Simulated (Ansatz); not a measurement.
**Tc (P6_3/mmc): the Drude term of Re ε in the infrared**

Re ε of Tc (P6_3/mmc) along x at low photon energies is read from one computed spectrum; the carriers' damping was typed as γ = 0.1 eV. x, y and z are the Cartesian axes of the input cell.

Symmetry: P6_3/mmc, No. 194, hexagonal system. The conventional cell has a = 2.740 Å, b = 2.740 Å, c = 4.398 Å, α = 90.00°, β = 90.00°, γ = 120.00°. Tc on site c is surrounded by 12 Tc at 2.71 to 2.74 Å.

Method: Ansatz 0.2.0, PBE, independent particles, k-mesh 15×15×8 with interpolation inside its cells, Gaussian parameter 0.1 eV.

Launch of the response step: `ansatz run input.yaml --threads 4 --pin off --max-ram 8192MiB --backend cpu --events-out ev --progress --plain --runs-dir out`. The run took 1.7 min, on 4 threads of Arm Neoverse V1 (shared host).

```tsv
photon energy E (eV)	wavelength (µm)	Re ε
0.25	4.96	-672.4
0.30	4.13	-462.5
0.35	3.54	-331.0
0.40	3.10	?
0.50	2.48	-147.8
0.60	2.07	-107.2
0.70	1.77	-86.5
```

A Drude term over a constant background gives Re ε = ε_b − ωp²/(E² + γ²), linear in 1/(E² + γ²).

Working, on the rows shown:

| x = 1/(E² + γ²) (eV⁻²) | y = Re ε |
| --- | --- |
| 13.7931 | -672.4 |
| 10 | -462.5 |
| 7.54717 | -331 |
| 3.84615 | -147.8 |
| 2.7027 | -107.2 |
| 2 | -86.5 |

Means: x̄ = 6.6482, ȳ = -301.23. Σ(x − x̄)(y − ȳ) = -5413, Σ(x − x̄)² = 108.1. Slope = -5413 / 108.1 = -50.06; intercept = ȳ − slope · x̄ = 31.608. The line misses the rows shown by at most 18.

Q: What does the fit predict for the withheld row, and how well does it do?

A: At x = 5.8824 the line gives y = -262.89. The run gave -244.9, so the interpolation is off by 18, 3 % of the range in the table.

Refitted with all rows, the slope is -50.17 and the intercept 34.889. These give ωp = √(−slope) = 7.08 eV, against 7.57 eV from the program's Fermi-surface sum, and an intercept of 34.9. Taking the program's Drude term off the rows leaves 117 at the lowest energy and 28 at the highest, so the background isn't constant: interband transitions lie in or near the window, and neither fitted number can be trusted. The values come from a sum over the points of one k-mesh and carry its error, which is largest for Fermi-surface quantities. Spin-orbit coupling is left out.

[Logs are printed without paths, hosts, clocks, repeated set-up lines and the standing remarks that a program may print on its own settings, such as how far it seeks lower states.]
